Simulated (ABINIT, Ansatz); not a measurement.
# Al2O3 (Corundum): G0W0 on several meshes in ABINIT, part 2 of 2

How does the mesh move the gap of Al2O3 (Corundum)?

ABINIT 10.8.3; PBE and many-body steps on it, plane waves. Known limits of the many-body steps: not at the basis limit; coarse k mesh.

So far. Step 4 (4×4×4): The gap on the mesh goes from 6.27 eV to 8.45 eV, a correction of +2.19 eV. Step 5 (Empty states on the mesh, 2×2×2 mesh, 139 bands): On this mesh the gap is 6.266 eV.

### Step 6. Screening, 2×2×2 mesh, 127 bands, screening to 141.5 eV

This step: RPA screening on PBE, plane waves, norm-conserving pseudopotentials.

run.abi reads:

```
acell 3*1.0 Angstrom
rprim 
  2.380249999995 1.374237978213 4.331866666707
  -2.380249999995 1.374237978213 4.331866666707
  -0.000000000000 -2.748475956495 4.331866666685
ntypat 2
znucl 13 8
natom 10
typat 1 1 1 1 2 2 2 2 2 2
xred 
  0.352160000000 0.352160000000 0.352160000000
  0.147840000000 0.147840000000 0.147840000000
  0.647840000000 0.647840000000 0.647840000000
  0.852160000000 0.852160000000 0.852160000000
  0.556680000000 0.943320000000 0.250000000000
  0.250000000000 0.556680000000 0.943320000000
  0.943320000000 0.250000000000 0.556680000000
  0.443320000000 0.056680000000 0.750000000000
  0.750000000000 0.443320000000 0.056680000000
  0.056680000000 0.750000000000 0.443320000000
pp_dirpath "pseudos"
pseudos "Al.upf, O.upf"
ecut 36
ngkpt 2 2 2
nshiftk 1
shiftk 0 0 0
kptopt 1
chksymbreak 0
istwfk *1
occopt 1
irdwfk 1
optdriver 3
nband 127
ecuteps 5.2
inclvkb 2
awtr 1
symchi 1
indata_prefix "in"
outdata_prefix "out"
tmpdata_prefix "tmp"
```

Launch:

```
OMP_NUM_THREADS=1 mpirun -n 4 abinit run.abi > log
```

Numbers of over 12 decimals in the logs are rounded to 6 here.

The program printed:

```text
.Version 10.8.3 of ABINIT. v10.8.2 released Aug 2026.

 Symmetries : space group R-3 c (#167); Bravais hR (rhombohedral)
[... echo of the input left out ...]
== DATASET  1 ==================================================================
-   mpi_nproc: 4, omp_nthreads: 1 (-1 if OMP is not activated)

--- !DatasetInfo
iteration_state: {dtset: 1, }
dimensions: {natom: 10, nkpt: 4, mband: 127, nsppol: 1, nspinor: 1, nspden: 1, mpw: 5936, }
cutoff_energies: {ecut:  36.0, pawecutdg:  -1.0, }
electrons: {nelect:   4.80000000E+01, charge:   0.00000000E+00, occopt:   1.00000000E+00, tsmear:   1.00000000E-02, }

 SCREENING: Calculation of the susceptibility and dielectric matrices

 Based on a program developped by R.W. Godby, V. Olevano, G. Onida, and L. Reining.
 Incorporated in ABINIT by V. Olevano, G.-M. Rignanese, and M. Torrent.
.Using double precision arithmetic ; gwpc =  8

[... cell and pseudopotentials left out ...]
--------------------------------------------------------------------------------

 ==== K-mesh for the wavefunctions ====
 Number of points in the irreducible wedge :     4
[... list of points left out ...]
 Together with 12 symmetry operations and time-reversal symmetry
 yields     8 points in the full Brillouin Zone.

 ==== Q-mesh for the screening function ====
 Number of points in the irreducible wedge :     4
[... list of points left out ...]
 Together with 12 symmetry operations and time-reversal symmetry
 yields     8 points in the full Brillouin Zone.

 setmesh: FFT mesh size selected  =    40x   40x   40
          total number of points  =        64000

 vcoul_init : cutoff-mode = AUXILIARY_FUNCTION
 q-points for optical limit:   1
     1)      0.000010    0.000020    0.000030

- screening: taking advantage of time-reversal symmetry
- Maximum band index for partially occupied states nbvw = 24
- Remaining bands to be divided among processors   nbcw = 103
- Number of bands treated by each node ~25

 Number of electrons calculated from density =   48.0000; Expected =   48.0000
 average of density, n =  0.083663
 r_s =    1.4184
 omega_plasma =   27.9012 [eV]

 calculating chi0 at frequencies [eV] :
  1    0.000000E+00    0.000000E+00
  2    0.000000E+00    2.790117E+01

--------------------------------------------------------------------------------
  q-point number  1        q = ( 0.000000, 0.000000, 0.000000) [r.l.u.]
--------------------------------------------------------------------------------
[... chi0 elements left out ...]
 For q-point:  0.000010 0.000020 0.000030
  dielectric constant =   3.1044
  dielectric constant without local fields =   3.3215

  Average fulfillment of the sum rule on Im[epsilon] for q-point    1 :     56.36  [%]
[... wings left out ...]
  q-point number  2        q = ( 0.500000, 0.000000, 0.000000) [r.l.u.]
--------------------------------------------------------------------------------
[... chi0 elements left out ...]
  Average fulfillment of the sum rule on Im[epsilon] for q-point    2 :     62.54  [%]

 [... 2 further q-points ...]
```

Elapsed: 35 s, on 4 MPI ranks of Arm Neoverse V1, shared host; peak memory 1.4 GiB.

Numbers from this step:

* ε∞ with local fields, on this mesh, along the program's q direction: 3.104
* the same without local fields: 3.321
* plasma frequency: 27.90 eV
* plane waves in the screening matrix: 321

### Step 7. 2×2×2

This step: G0W0 on PBE, plane waves, norm-conserving pseudopotentials.

Changes to run.abi since step 6:

```diff
@@ -31,8 +31,15 @@
 irdwfk 1
-optdriver 3
+optdriver 4
 nband 127
+gwcalctyp 0
+ecutsigx 36
+symsigma 1
+nkptgw 1
+kptgw 
+  0.0000000000 0.0000000000 0.0000000000
+bdgw 
+  22 26
 ecuteps 5.2
-inclvkb 2
-awtr 1
-symchi 1
+irdscr 1
+ppmodel 1
 indata_prefix "in"
```

The program printed:

```text
.Version 10.8.3 of ABINIT. v10.8.2 released Aug 2026.

 Symmetries : space group R-3 c (#167); Bravais hR (rhombohedral)
[... echo of the input left out ...]
== DATASET  1 ==================================================================
-   mpi_nproc: 4, omp_nthreads: 1 (-1 if OMP is not activated)

--- !DatasetInfo
iteration_state: {dtset: 1, }
dimensions: {natom: 10, nkpt: 4, mband: 127, nsppol: 1, nspinor: 1, nspden: 1, mpw: 5936, }
cutoff_energies: {ecut:  36.0, pawecutdg:  -1.0, }
electrons: {nelect:   4.80000000E+01, charge:   0.00000000E+00, occopt:   1.00000000E+00, tsmear:   1.00000000E-02, }

 SIGMA: Calculation of the GW corrections

 Based on a program developped by R.W. Godby, V. Olevano, G. Onida, and L. Reining.
 Incorporated in ABINIT by V. Olevano, G.-M. Rignanese, and M. Torrent.
.Using double precision arithmetic ; gwpc =  8

[... cell and pseudopotentials left out ...]
--------------------------------------------------------------------------------

 ==== K-mesh for the wavefunctions ====
 Number of points in the irreducible wedge :     4
[... list of points left out ...]
 Together with 12 symmetry operations and time-reversal symmetry
 yields     8 points in the full Brillouin Zone.

 ==== Q-mesh for screening function ====
 Number of points in the irreducible wedge :     4
[... list of points left out ...]
 Together with 12 symmetry operations and time-reversal symmetry
 yields     8 points in the full Brillouin Zone.

 vcoul_init : cutoff-mode = AUXILIARY_FUNCTION
 q-points for optical limit:   1
     1)      0.000010    0.000020    0.000030
 setmesh: FFT mesh size selected  =    54x   54x   54
          total number of points  =       157464

 Number of electrons calculated from density =   48.0000; Expected =   48.0000
[...]
number of q-points in IBZ                           4
 number of symmetry operations                      12
 number of k-points in BZ                            8
 number of q-points in BZ                            8
 number of frequencies for dSigma/dE                 9
 frequency step for dSigma/dE [eV]                0.25
 number of omega for Sigma on real axis              0
 max omega for Sigma on real axis  [eV]           0.00
 zcut for avoiding poles [eV]                     0.10

 EPSILON^-1 parameters (SCR file):
 dimension of the eps^-1 matrix on file            321
 dimension of the eps^-1 matrix used               321
 number of plane-waves for wavefunctions          5879
 number of bands                                   127
 number of q-points in IBZ                           4
 number of frequencies                               2
 number of real frequencies                          1
 number of imag frequencies                          1

 matrix elements of self-energy operator (all in [eV])

 Perturbative Calculation

--- !SelfEnergy_ee
iteration_state: {dtset: 1, }
kpoint     : [   0.000,    0.000,    0.000, ]
spin       : 1
KS_gap     :    6.266
QP_gap     :    8.335
Delta_QP_KS:    2.068
data: !SigmaeeData |
     Band     E0 <VxcDFT>   SigX SigC(E0)      Z dSigC/dE  Sig(E)    E-E0       E
       22   5.137 -20.469 -25.362   4.271   0.822  -0.217 -20.980  -0.511   4.626
       23   5.137 -20.469 -25.362   4.271   0.822  -0.217 -20.980  -0.511   4.626
       24   5.182 -20.399 -25.232   4.219   0.823  -0.216 -20.904  -0.505   4.677
       25  11.448 -13.775  -8.656  -3.296   0.858  -0.166 -12.212   1.564  13.011
       26  14.369 -11.418  -5.974  -3.648   0.866  -0.155  -9.863   1.555  15.924

== END DATASET(S) ==============================================================
================================================================================

 -outvars: echo values of variables after computation  --------
           etotal      0.0000000000E+00
            nband         127
             nkpt           4
          spgroup         167
 [... the other variables as echoed above ...]

 Calculation completed.
```

Wall time 6.3 s (4 MPI ranks); peak memory 1 GiB; 25 s of CPU time.

This step gave:

```yaml
g0w0_gap_on_the_points_computed: 8.334 eV
starting_gap_on_the_mesh: 6.266 eV
k_of_the_valence_top: 0, 0, 0
k_of_the_conduction_bottom: 0, 0, 0
z_at_the_valence_top: 0.823
z_at_the_conduction_bottom: 0.858
least_direct_g0w0_gap_on_the_computed_points: 8.334 eV
```

Against G0W0 in ABINIT (4×4×4 mesh, 127 bands, screening to 141.5 eV, Godby-Needs plasmon pole), the gap moves by −0.120 eV.

### Step 8. Side by side

Times are wall times on 4 MPI ranks of Arm Neoverse V1, shared host, good to a factor of about two. A run's time includes the screening step that it read.

```csv
run,mesh,bands,screening cutoff (eV),DFT gap (eV),gap on the mesh (eV),direct (eV),ε∞ used,time
4×4×4,4×4×4,127,141.5,6.266,8.454,8.454,3.03,6.6 min
2×2×2,2×2×2,127,141.5,6.266,8.334,8.334,3.10,41 s
```

### Step 9. Summary of results

| Property | Result |
| --- | --- |
| 4×4×4 | 8.454 eV |
| 2×2×2 | 8.334 eV |
| known limits | not at the basis limit; coarse k mesh |

In words: 2×2×2: −0.120 eV against 4×4×4. Bands and cutoff are finite, so the gap is not at the basis limit. The miss can reach some tenths of an eV and take either sign; the mesh is an error of its own. In the G0W0 runs levels were corrected at 1 k point alone, so a gap called «on the mesh» is the least over those, and an edge elsewhere would be missed.

[Paths, hosts, dates, memory and timing lines, banners, echoed tables and standing remarks are left out of the program output.]

[Logs are printed without paths, hosts, clocks, repeated set-up lines and the standing remarks that a program may print on its own settings, such as how far it seeks lower states.]

[Runs of the session that timed out or met a known fault of the program may be left out.]

[Hosts, paths, dates, database ids (printed as entryN), source tags and the programs' standing remarks are cut or masked in the printed files.]

[G0W0 gaps are taken among the corrected bands and points alone; a level outside them can change the order at an edge.]

[Where Ansatz stands beside ABINIT at settings called matched, ABINIT's density can come from a denser mesh and the files from another edition; pairs whose starting gaps differed by over 0.03 eV were left out, so agreement reads better than it is.]
